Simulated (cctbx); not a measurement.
# Reading a Patterson map

Space group Cmcm (no. 63), a = 4.3990 Å, b = 10.4550 Å, c = 8.1200 Å, α = 90.00°, β = 90.00°, γ = 90.00°, content In8 Mo4 Y4.

The data are simulated with cctbx, not measured: Ag Kα, λ = 0.56087 Å, to d = 0.77 Å, 80 % of the full sphere, strongest reflection 5000 counts, noise from counting, a 4 % proportional error and a noise floor of 4 counts (s.d.); no absorption.

Patterson synthesis, origin scaled to 1000:

```text
Patterson group C m m m
      u       v       w   height  length (A)
  0.000   0.000   0.000   1000.0     0.00
  0.000   0.303   0.500    282.6     5.15
  0.000   0.000   0.415    280.5     3.37
  0.000   0.146   0.500    270.4     4.34
  0.000   0.419   0.284    231.0     4.95
  0.000   0.434   0.218    228.0     4.87
  0.000   0.132   0.291    226.3     2.73
  0.000   0.279   0.208    220.5     3.37
  0.000   0.286   0.000    165.1     2.99
  0.000   0.432   0.500     65.7     6.07
  0.220   0.058   0.000     19.6     1.14
  0.168   0.042   0.089     17.8     1.12
  0.167   0.500   0.279     15.6     5.75
  0.192   0.227   0.500     11.9     4.78
```

**Question.** Which atom pairs make the peaks, and where is the heaviest atom?

A peak at u stands for all pairs with xi − xj = u, with weight Σ ZiZj against Σ Z² = 32348 at the origin. Peak heights follow these weights only roughly, since form factors, motion and series ripples differ, all vectors within 0.55 Å of a peak are counted as merged into it though the farther ones add only part of their weight, and F(000) is left out, which lowers the whole map:

| u | v | w | shortest length (Å) | height | 1000 ΣZiZj/ΣZ² | pairs in the cell |
| --- | --- | --- | --- | --- | --- | --- |
| 0.000 | 0.303 | 0.500 | 5.06 | 283 | 297 | 4 × In–In |
| 0.000 | 0.000 | 0.415 | 3.37 | 280 | 297 | 4 × In–In |
| 0.000 | 0.146 | 0.500 | 4.34 | 270 | 297 | 4 × Mo–Y, 2 × Y–Y |
| 0.000 | 0.419 | 0.284 | 3.30 | 231 | 236 | 4 × In–Y |
| 0.000 | 0.434 | 0.218 | 2.91 | 228 | 254 | 4 × In–Mo |
| 0.000 | 0.132 | 0.291 | 2.74 | 226 | 254 | 4 × In–Mo |
| 0.000 | 0.279 | 0.208 | 3.37 | 220 | 236 | 4 × In–Y |
| 0.000 | 0.286 | 0.000 | 2.99 | 165 | 203 | 4 × Mo–Y |
| 0.000 | 0.432 | 0.500 | 4.67 | 66 | 109 | 2 × Mo–Mo |

The table stops at ten peaks or at a height of 45, below which ripples compete. In the model behind the data In, the heaviest element, has 1 independent site: (1/2, 0.1499, 0.5435), up to an allowed shift of origin; the In–In vectors are differences of these positions and their symmetry mates. Elements of similar Z can't be told apart from the map alone. The whole model:

```
atom  mult.    x       y       z  Ueq (Å²)
 In1      8  1/2  0.1499  0.5435    0.0038
 Mo1      4  1/2  0.2832     1/4    0.0048
  Y1      4  1/2  0.4290     3/4    0.0058
```

The model was made for the exercise: a known structure type with other elements put in, its volume estimated, not relaxed; displacement parameters are assumed.

[Logs are printed without paths, hosts, clocks, repeated set-up lines and the standing remarks that a program may print on its own settings, such as how far it seeks lower states.]
